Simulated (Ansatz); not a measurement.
# InH (model cell, started as NiAs type): following an unstable mode

Aim: this structure of InH (model cell, started as NiAs type) is to be tested for unstable modes, and one is followed downhill.

Main program and level: Ansatz 0.2.0; DFT PBEsol, scalar-relativistic, plane waves, PAW.

The structure was built from a prototype and need not be the compound's stable phase.

**1. The starting structure**

It takes space group P6_3/mmc (No. 194, hexagonal). The conventional cell has a = 3.326 Å, b = 3.326 Å, c = 6.241 Å, α = 90.00°, β = 90.00°, γ = 120.00°. In has 6 H at 2.47 Å nearest. Nearest to H lie 6 In at 2.47 Å. Farther neighbours are not listed.

As a file:

```cif
data_structure
_symmetry_space_group_name_H-M 'P 1'
_symmetry_Int_Tables_number 1
_cell_length_a 3.3259
_cell_length_b 3.3259
_cell_length_c 6.2414
_cell_angle_alpha 90.000
_cell_angle_beta 90.000
_cell_angle_gamma 120.000
_cell_volume 59.79
loop_
_atom_site_label
_atom_site_type_symbol
_atom_site_fract_x
_atom_site_fract_y
_atom_site_fract_z
_atom_site_occupancy
In1 In 0.00000 0.00000 0.00000 1
In2 In 0.00000 0.00000 0.50000 1
H3 H 0.33333 0.66667 0.25000 1
H4 H 0.66667 0.33333 0.75000 1
```

**2. The dispersion**

The cell comes from relaxations at this level that are not shown. The mesh has a single point along some directions, so zone-edge points there are not solved. Linear response on a 3×3×1 q mesh gives force constants as far as a supercell of that size would.

input.yaml

```yaml
crystal:
  lattice:
    - [3.325888386, -2.5922e-06, 0.0]
    - [-1.6629419481, 2.8803051285, 0.0]
    - [0.0, 0.0, 6.2413504719]
  atoms:
    - { symbol: In, position: [0.0, 0.0, 0.0] }
    - { symbol: In, position: [0.0, 0.0, 0.5] }
    - { symbol: H, position: [0.3333333333, 0.6666666667, 0.25] }
    - { symbol: H, position: [0.6666666667, 0.3333333333, 0.75] }
kpoints:
  mp_grid: { grid: [12, 12, 6] }
hamiltonian:
  xc: pbesol
scf:
  occupations: { method: methfessel_paxton, width: 0.15 }
output:
  eigenvalues: true
phonons:
  method: dfpt
  qmesh: [3, 3, 1]
  temperatures: { t_max: 1000, t_step: 50 }
  qpath:
    path:
      - [[0.0, 0.0, 0.0], [0.5, 0.0, 0.0], [0.33333333, 0.33333333, 0.0], [0.0, 0.0, 0.0], [0.0, 0.0, 0.5], [0.5, 0.0, 0.5], [0.33333333, 0.33333333, 0.5], [0.0, 0.0, 0.5]]
      - [[0.5, 0.0, 0.5], [0.5, 0.0, 0.0]]
      - [[0.33333333, 0.33333333, 0.5], [0.33333333, 0.33333333, 0.0]]
    npoints: 10
```

On the command line:

```sh
> ansatz run input.yaml --threads 4 --pin off --max-ram 7168MiB --backend cpu --events-out ev --progress --plain --runs-dir out
```

Numbers of over 12 decimals in the logs are rounded to 6 here.

The program printed:

```text
Engine: ansatz 0.2.0, aarch64-unknown-linux-gnu
Pseudopotentials: kind: paw
Pseudopotential: In, paw, valence charge 13, recommended cutoff 420 eV (normal), In.paw.azcp
Pseudopotential: H, paw, valence charge 1, recommended cutoff 420 eV (normal), H.paw.azcp
Functional definition: PBEsol
  exchange = pbesol_x
  correlation = pbesol_c
Crystal: 4 atoms, lattice volume = 59.789 Å³
Basis set: ecut = 420 eV, 1185 PW (Γ), exchange–correlation on 48×48×96 points (8 copies of the dense FFT grid, shifted against one another)
Bands: 18, of which v1, the nominal top of the filled ones, is band 14 counted from 1 (13 counted from 0)
Symmetry: 24 space group operations
k-points: 76 of 864
Non-local potential: In, projectors of the file, l = 0: 2, l = 1: 2, l = 2: 2, l = 3: 2
Non-local potential: H, projectors of the file, l = 0: 2, l = 1: 1
PAW form: soft (Blöchl's): semilocal exchange-correlation on the pseudo side does not see the compensation charge
PAW frozen core: In, regenerated for the run's functional, and the local potential with it (the file was generated under x = pbe(κ = 0.804, μ = 0.219515), c = pbe(β = 0.066725))
PAW one-centre angular grid: In, 590 points (default); XC on 64 Gauss nodes
PAW one-centre angular grid: H, 110 points (default); XC on 64 Gauss nodes
Initial density: superposition of atomic densities (neutral atoms: chi_scale 0, normalization atom), corrected by the library's trained network
Initial wavefunctions: pseudopotential atomic-orbital guess
Functional: x = pbesol(κ = 0.804, μ = 0.123457), c = pbesol(β = 0.046)
SCF iter   1: F=—  HF=-11080.237810 eV  |F-HF|=—  |Δ(HF+E_count)|=         —  Δρ=9.16e-3  dr2=4.61e-2  ethr=1.77e-3  ⟨swp⟩=5.4  Hψ=6443  notcnv=0
preconditioner: auto → Kerker (q_TF=auto, 2.404 Å⁻¹)  [metal: Δε(μ)=0.020 eV  Ē_g=14.823 eV  σ=0.150 eV  W_gap=0.11  n_scr=22 (ndim 8)  ℏωp=25.4 eV  f_vac=0.000  D(μ)=1.03/eV (n_scr^D=2)]
SCF iter   2: F=—  HF=-11080.224275 eV  |F-HF|=—  |Δ(HF+E_count)|=   1.35e-2  S|Δr|=    0.00e0  Δρ=4.48e-3  dr2=1.23e-2  ethr=1.65e-4  ⟨swp⟩=1.0  Hψ=1976  notcnv=0
SCF iter   3: F=—  HF=-11080.220415 eV  |F-HF|=—  |Δ(HF+E_count)|=   3.86e-3  S|Δr|=    0.00e0  Δρ=7.48e-4  dr2=2.41e-4  ethr=4.39e-5  ⟨swp⟩=2.6  Hψ=2230  notcnv=0
SCF iter   4: F=—  HF=-11080.220430 eV  |F-HF|=—  |Δ(HF+E_count)|=   1.59e-5  S|Δr|=    0.00e0  Δρ=2.61e-4  dr2=5.21e-5  ethr=8.61e-7  ⟨swp⟩=2.3  Hψ=2333  notcnv=0
SCF iter   5: F=—  HF=-11080.220440 eV  |F-HF|=—  |Δ(HF+E_count)|=   9.33e-6  S|Δr|=    0.00e0  Δρ=1.86e-4  dr2=1.83e-5  ethr=1.86e-7  ⟨swp⟩=1.0  Hψ=1354  notcnv=0
SCF iter   6: F=—  HF=-11080.220443 eV  |F-HF|=—  |Δ(HF+E_count)|=   3.67e-6  S|Δr|=    0.00e0  Δρ=1.09e-4  dr2=4.97e-6  ethr=6.55e-8  ⟨swp⟩=1.0  Hψ=1354  notcnv=0
SCF iter   7: F=—  HF=-11080.220438 eV  |F-HF|=—  |Δ(HF+E_count)|=   5.22e-6  S|Δr|=    0.00e0  Δρ=8.60e-6  dr2=3.57e-8  ethr=1.77e-8  ⟨swp⟩=2.0  Hψ=2174  notcnv=0
SCF iter   8: F=—  HF=-11080.220438 eV  |F-HF|=—  |Δ(HF+E_count)|=   6.51e-8  S|Δr|=    0.00e0  Δρ=1.06e-6  dr2=8.67e-10  ethr=1.27e-10  ⟨swp⟩=2.0  Hψ=2420  notcnv=0
SCF iter   9: F=-11080.220438 eV  HF=-11080.220438 eV  |F-HF|=3.64e-12  |Δ(HF+E_count)|=  1.95e-10  S|Δr|=    0.00e0  Δρ=1.15e-7  dr2=7.74e-12  ethr=1.00e-12  ⟨swp⟩=5.3  Hψ=6998  notcnv=0
SCF 1 converged in 9 iterations: F = -11080.220438 eV  dr2 = 7.74e-12
  greatest PAW one-centre occupation: 0.983 electrons in one spin orbital (limit 2), on the In atom at site 1 (counted from 0), in its partial waves of l = 2
phonons: the bands overlap, so this run is a metal and interpolates without the dipole-dipole term. If the crystal is really an insulator or semiconductor, its LO-TO splitting is missing
NSCF: frozen V_eff on 76 k-points
NSCF: frozen V_eff on 436 k-points
DFPT response loops at q = (0, 0, 0) (fractional): preconditioner auto → Kerker (q_TF=auto, 2.404 Å⁻¹) (partly filled bands, converged f_vac=0.000); β = 1.00, the filter's whole step (`scf.mixing.beta` (0.50) is not read by the response loops under this deck's `scf.mixing.preconditioner`; to damp them name `kerker` or `kerker_dos`, under which they read `scf.mixing.beta`, and type it under 1.00, their step now; both keys bind the ground state too); Broyden in place of MSR1
NSCF: frozen V_eff on 1728 k-points
DFPT response loops at q = (0, 0.333333, 0) (fractional): mixed as the last ones told, above
NSCF: frozen V_eff on 1728 k-points
DFPT response loops at q = (0.333333, 0.333333, 0) (fractional): mixed as the last ones told, above
SCF converged after 9 iterations
Stability not checked: this state was not tested for a lower state beside it, because cold or Methfessel-Paxton smearing, or corrected tetrahedra, fill the levels in a way that the test cannot read (fill_not_monotonic; see scf.lower_state_search)
Free energy (F): -11080.220438 eV
Harris-Foulkes:  -11080.220438 eV  (|F-HF|=3.64e-12)
Internal energy: -11080.220287 eV  (E = F + TS)
E sigma→0 (E₀):  -11080.220400 eV
Entropy (-TS):   -0.000151 eV (-0.038 meV/atom)
Fermi energy:    9.023595 eV
--- Per-component energies (eV) ---
  E_band       = -69.992287
  E_kinetic    = 507.546108
  E_local      = -2258.347248  (includes V_loc(G=0)·N_el)
  E_nonlocal   = 737.705796
  E_hartree    = 881.798037
  E_xc         = -445.217923
  E_vxc        = -223.094990  (∫ρ·V_xc dr)
  E_paw        = -8163.193944  (= ΣΔE_a)
  E_vpaw       = -597.396298  (= ΣTr[D̂ρ^β])
  E_aug_tail   = -0.001851  (compensation charges beyond the density's cutoff)
  E_ewald      = -2340.981067
  E_core_change = 0.471805  (= ΣΔE_core)
  E_smearing   = -0.000151  (= −TS)
  E_closure    = 0.000000  (closes the sum)
  Σ components = -11080.220438   (vs F -11080.220438, Δ=0.00e0)
--- Band table (eV; the first three rows and the last of 76) ---
  k-point 0: bands = [... 10 lower, -1.2283, 2.6958, 3.1684, 12.4961, 14.7712, 14.9720, 17.0456, 17.0456]
  k-point 1: bands = [... 10 lower, -1.1164, 1.6389, 4.4321, 11.5284, 14.8418, 15.3237, 17.1880, 17.1880]
  k-point 2: bands = [... 10 lower, -0.7780, 0.6013, 6.0820, 9.7542, 15.0363, 15.4739, 17.6054, 17.6054]
  k-point 75: bands = [... 10 lower, 5.0412, 5.0412, 5.9067, 5.9067, 8.2960, 8.2960, 13.3807, 13.3807]
--- Phonons (Γ-DFPT): 4 representative perturbations + reference (Σ response iterations 14) ---
  ASR residual: 6.188e-5 → 0.000e0 eV/Å²; symmetrization residual: 8.775e-7 eV/Å²
  ASR residual per site (eV/Å²): 6.19e-5 6.19e-5 5.71e-5 5.71e-5
  Γ frequencies (cm⁻¹): -556.82 -336.92 -327.93 -327.93 -228.27 -228.27 -42.26 -42.26 0.00 0.00 0.00 131.93
--- Phonons (arbitrary-q DFPT): 3 irreducible q on the 3×3×1 mesh ---
  q = [0.0000, 0.0000, 0.0000] (star 1, of the zone-centre solve; hermiticity 4.52e-7, symmetrization 1.45e-8): -556.82 -336.92 -327.93 -327.93 -228.27 -228.27 -42.26 -42.26 -0.00 -0.00 -0.00 131.93
  q = [0.0000, 0.3333, 0.0000] (star 6, 6 solved perturbations in 3660 linear systems a pass and spin channel, the states on 864 of 864 k-point pairs; hermiticity 2.13e-7, symmetrization 6.59e-8): -684.63 -570.98 -484.58 -350.37 -338.23 -147.05 -43.30 -24.81 53.25 80.53 99.36 123.12
  q = [0.3333, 0.3333, 0.0000] (star 2, 4 solved perturbations in 1726 linear systems a pass and spin channel, the states on 864 of 864 k-point pairs; hermiticity 1.54e-7, symmetrization 5.48e-8): -600.67 -533.54 -461.92 -461.92 -289.08 -289.08 -54.13 86.06 86.06 91.05 91.05 116.82
  sum rule: each row above includes the acoustic sum rule's correction from the zone centre's row sums; it moved no ω² by more than (3.92 cm⁻¹)²
  mesh force constants: q→R imaginary residual 0.00e0; ASR residual 6.188e-5 → 0.000e0 eV/Å²; symmetrization residual 2.665e-15 eV/Å²
  interpolated dispersion: 93 rows × 12 modes
  density of states and harmonic sums: on the 21×21×10 q-mesh, interpolated from the force constants of a 3×3×1 supercell (no non-analytic term)
  largest difference from the sums on the solved wave vectors: F 3.64e-1 eV, S 4.73e-4 and C_V 1.12e-4 eV/K
  zero-point energy: 0.023517 eV/cell   skipped modes (ω ≤ 0): 2006, of them read as no rigid motion or as one in doubt: 2003 (6.839e0 modes/cell left out, lowest -684.63 cm⁻¹)   left out of the sums: 5.70e-1 of the cell's modes: C_V's classical limit lies that fraction below 3 k_B per atom; for a crystal, a wire or a layer, F and S can be off by more, and a phonons.interpolated_qmesh denser along its periods is the remedy for the sampling
```

The job ended after 3.7 min (4 threads of Arm Neoverse V1, shared host; peak memory 2.4 GiB; 14 min of CPU time).

In the SCF lines HF is the Harris–Foulkes energy and dr2 the Hartree energy of the density residual, in eV; the loop may stop once dr2 is under the threshold and the program's other checks hold. Hψ counts applications of the Hamiltonian.

Numbers from this step:

| Quantity | Value |
| --- | --- |
| volume per atom | 14.95 Å³ |
| gap on the k-mesh | 0 eV |
| sum-rule residual before enforcement | 6.19e-5 eV/Å² |
| point group | 6/mmm |
| highest optical mode at the zone centre (no LO-TO term) | 131.9 cm⁻¹ |
| lowest optical zone-centre mode | -556.8 cm⁻¹ |
| lowest mode on the q mesh (acoustic modes at Γ apart) | -684.6 cm⁻¹ |
| highest frequency at a solved wavevector (no LO-TO term at Γ) | 131.9 cm⁻¹ |

Frequencies (cm⁻¹) solved at each irreducible wavevector; negative means imaginary. Frequencies by wavevector, by row:

| q in reciprocal lattice units | star | mode 1 | mode 2 | mode 3 | mode 4 | mode 10 | mode 11 | mode 12 |
| --- | --- | --- | --- | --- | --- | --- | --- | --- |
| 0 0 0 | 1 | -556.8 | -336.9 | -327.9 | -327.9 | 0 | 0 | 131.9 |
| 0 0.3333 0 | 6 | -684.6 | -571 | -484.6 | -350.4 | 80.5 | 99.4 | 123.1 |
| 0.3333 0.3333 0 | 2 | -600.7 | -533.5 | -461.9 | -461.9 | 91 | 91 | 116.8 |

Symmetry leaves 3 wavevectors to solve. The lowest mode among them, the acoustic zeros apart, lies at q = (0, 0.333, 0) and is imaginary, 684.6i cm⁻¹, so the energy falls along it.

**3. The mode frozen in, largest atomic shift 0 Å**

The mode followed lies at q = (0.333, 0.333, 0) with frequency 600.7i cm⁻¹, one of the unstable modes though not the softest. At small amplitude the distorted cell has space group no. 193 by a symmetry search on the positions. The undistorted cell that holds it gives the zero of energy on the same k mesh.

System of this step: InH (model cell, started as NiAs type). The structure is hexagonal, space group P6_3/mmc (No. 194). The conventional cell has a = 3.326 Å, b = 3.326 Å, c = 6.241 Å, α = 90.00°, β = 90.00°, γ = 120.00°. In has 6 H at 2.47 Å nearest. H has 6 In at 2.47 Å nearest. Farther neighbours are not listed.

input.yaml

```yaml
crystal:
  lattice:
    - [-4.9888348238, -2.8802999441, 0.0]
    - [-4.988830334, 2.8803077207, 0.0]
    - [0.0, 0.0, -6.2413504719]
  atoms:
    - { symbol: In, position: [0.0, 0.0, 0.0] }
    - { symbol: In, position: [0.6666666667, 0.6666666667, 0.0] }
    - { symbol: In, position: [0.3333333333, 0.3333333333, 0.0] }
    - { symbol: In, position: [0.0, 0.0, 0.5] }
    - { symbol: In, position: [0.6666666667, 0.6666666667, 0.5] }
    - { symbol: In, position: [0.3333333333, 0.3333333333, 0.5] }
    - { symbol: H, position: [0.3333333333, 1.0, 0.75] }
    - { symbol: H, position: [0.0, 0.6666666667, 0.75] }
    - { symbol: H, position: [0.6666666667, 0.3333333333, 0.75] }
    - { symbol: H, position: [0.3333333333, 0.6666666667, 0.25] }
    - { symbol: H, position: [0.0, 0.3333333333, 0.25] }
    - { symbol: H, position: [0.6666666667, 1.0, 0.25] }
kpoints:
  mp_grid: { grid: [6, 6, 6] }
hamiltonian:
  xc: pbesol
scf:
  occupations: { method: methfessel_paxton, width: 0.15 }
output:
  forces: true
  stress: true
  eigenvalues: true
```

The program printed:

```text
[...]
Crystal: 12 atoms, lattice volume = 179.368 Å³
Basis set: ecut = 420 eV, 3513 PW (Γ), exchange–correlation on 80×80×90 points (8 copies of the dense FFT grid, shifted against one another)
Bands: 54, of which v1, the nominal top of the filled ones, is band 42 counted from 1 (41 counted from 0)
Symmetry: 72 space group operations
[...]
k-points: 28 of 216
[...]
k-point 0: bands = [... 38 lower, 4.9579, 8.8550, 8.8550, 9.2086, 9.2086, 10.0334, 10.0334, 10.0334, ... 7 higher]
  k-point 1: bands = [... 38 lower, 5.0596, 7.7102, 7.7102, 9.2349, 9.2349, 9.2349, 9.2349, 10.6246, ... 7 higher]
  k-point 2: bands = [... 38 lower, 6.0772, 6.6776, 6.6776, 8.5514, 8.5514, 8.5514, 8.5514, 9.7478, ... 7 higher]
  k-point 27: bands = [... 38 lower, 7.9845, 7.9845, 7.9845, 7.9845, 10.5086, 10.5086, 10.5086, 10.5086, ... 7 higher]
[key lines of the parts left out:]
SCF converged after 7 iterations
Free energy (F): -33240.698182 eV
Fermi energy:    9.123298 eV
P = ⅓ Tr σ = -0.3973 GPa (-3.973 kbar)
```

It took 4.4 s on 4 threads; peak memory 0.64 GiB; 17 s of CPU time.

Numbers from this step:

- pressure: -0.3973 GPa
- energy from the undistorted cell: 0 meV/atom

The run ends at a pressure of -0.40 GPa.

**4. The mode frozen in, largest atomic shift 0.45 Å**

The atoms are moved along the unstable eigenvector, the largest shift by 0.45 Å, with the cell fixed.

input.yaml

```yaml
crystal:
  lattice:
    - [-4.9888348238, -2.8802999441, 0.0]
    - [-4.988830334, 2.8803077207, 0.0]
    - [0.0, 0.0, -6.2413504719]
  atoms:
    - { symbol: In, position: [-1.9e-09, 1.0e-09, 0.0] }
    - { symbol: In, position: [0.6666666686, 0.6666666657, 0.0] }
    - { symbol: In, position: [0.3333333333, 0.3333333333, 0.0] }
    - { symbol: In, position: [-1.9e-09, 1.0e-09, 0.5] }
    - { symbol: In, position: [0.6666666686, 0.6666666657, 0.5] }
    - { symbol: In, position: [0.3333333333, 0.3333333333, 0.5] }
    - { symbol: H, position: [0.3333333333, 1.0781167589, 0.75] }
    - { symbol: H, position: [0.0781173816, 0.5885510133, 0.75] }
    - { symbol: H, position: [0.5885492851, 0.3333350616, 0.75] }
    - { symbol: H, position: [0.3333333333, 0.5885499078, 0.25] }
    - { symbol: H, position: [0.0781173816, 0.3333316051, 0.25] }
    - { symbol: H, position: [0.5885492851, 1.0781156533, 0.25] }
kpoints:
  mp_grid: { grid: [6, 6, 6] }
hamiltonian:
  xc: pbesol
scf:
  occupations: { method: methfessel_paxton, width: 0.15 }
output:
  forces: true
  stress: true
  eigenvalues: true
```

The program printed:

```text
[...]
k-point 0: bands = [... 38 lower, 5.7240, 8.4050, 8.6854, 8.8596, 9.3623, 9.3623, 9.4419, 9.9066, ... 8 higher]
  k-point 1: bands = [... 38 lower, 5.6972, 7.3504, 7.8098, 8.6869, 8.6869, 9.6367, 9.6367, 10.0787, ... 8 higher]
  k-point 2: bands = [... 38 lower, 5.5403, 6.7844, 6.9413, 8.2462, 8.2462, 8.8823, 8.8823, 10.1626, ... 8 higher]
  k-point 27: bands = [... 38 lower, 7.4953, 7.4953, 8.7505, 8.7505, 10.1657, 10.1657, 10.7929, 10.7929, ... 8 higher]
[key lines of the parts left out:]
SCF converged after 7 iterations
Free energy (F): -33241.154851 eV
Fermi energy:    9.007385 eV
P = ⅓ Tr σ = 1.1106 GPa (11.106 kbar)
```

Run time: 4.8 s. Hardware: 4 threads; peak memory 0.64 GiB; 18 s of CPU time.

Numbers from this step:

```yaml
pressure: 1.111 GPa
energy_from_the_undistorted_cell: -37.8 meV/atom
```

The energy, extrapolated to zero smearing, is -37.80 meV/atom against the undistorted cell.

The run ends at a pressure of 1.11 GPa, with forces up to 0.0092 eV/Å.

**5. Energy along the mode, all amplitudes (two of the runs are shown above)**

An imaginary frequency means negative curvature, so the energy should fall and then rise again as anharmonic terms take over.

This step gave:

| Item | Value |
| --- | --- |
| depth at the lowest point sampled | 37.8 meV/atom |
| largest atomic shift at that point | 0.45 Å |

Table of energy from the parent by largest shift of an atom, one sign:

| largest shift of an atom, one sign (Å) | energy from the parent (meV/atom) |
| --- | --- |
| 0.000 | 0 |
| 0.040 | -0.47 |
| 0.080 | -2.19 |
| 0.140 | -7.37 |
| 0.220 | -17.3 |
| 0.320 | -30.0 |
| 0.450 | -37.8 |
| 0.600 | -20.2 |

Displacement at unit largest shift by atom:

| atom | x (Å) | y (Å) | z (Å) | size |
| --- | --- | --- | --- | --- |
| In1 | 0.00 | 0.00 | 0.00 | 0.00 |
| In2 | 0.00 | 0.00 | 0.00 | 0.00 |
| In3 | 0.00 | 0.00 | 0.00 | 0.00 |
| In4 | 0.00 | 0.00 | 0.00 | 0.00 |
| In5 | 0.00 | 0.00 | 0.00 | 0.00 |
| In6 | 0.00 | 0.00 | 0.00 | 0.00 |
| H7 | -0.87 | 0.50 | 0.00 | 1.00 |
| H8 | 0.00 | -1.00 | 0.00 | 1.00 |
| H9 | 0.87 | 0.50 | 0.00 | 1.00 |
| H10 | 0.87 | -0.50 | 0.00 | 1.00 |
| H11 | -0.87 | -0.50 | 0.00 | 1.00 |
| H12 | 0.00 | 1.00 | 0.00 | 1.00 |

The lowest of the steps tried is at 0.45 Å, 37.8 meV/atom below the parent; the bottom of the well need not coincide with a step.

[end of part 1 of 2]

[Logs are printed without paths, hosts, clocks, repeated set-up lines and the standing remarks that a program may print on its own settings, such as how far it seeks lower states.]

[Hosts, paths, dates, database ids (printed as entryN), source tags and the programs' standing remarks are cut or masked in the printed files.]
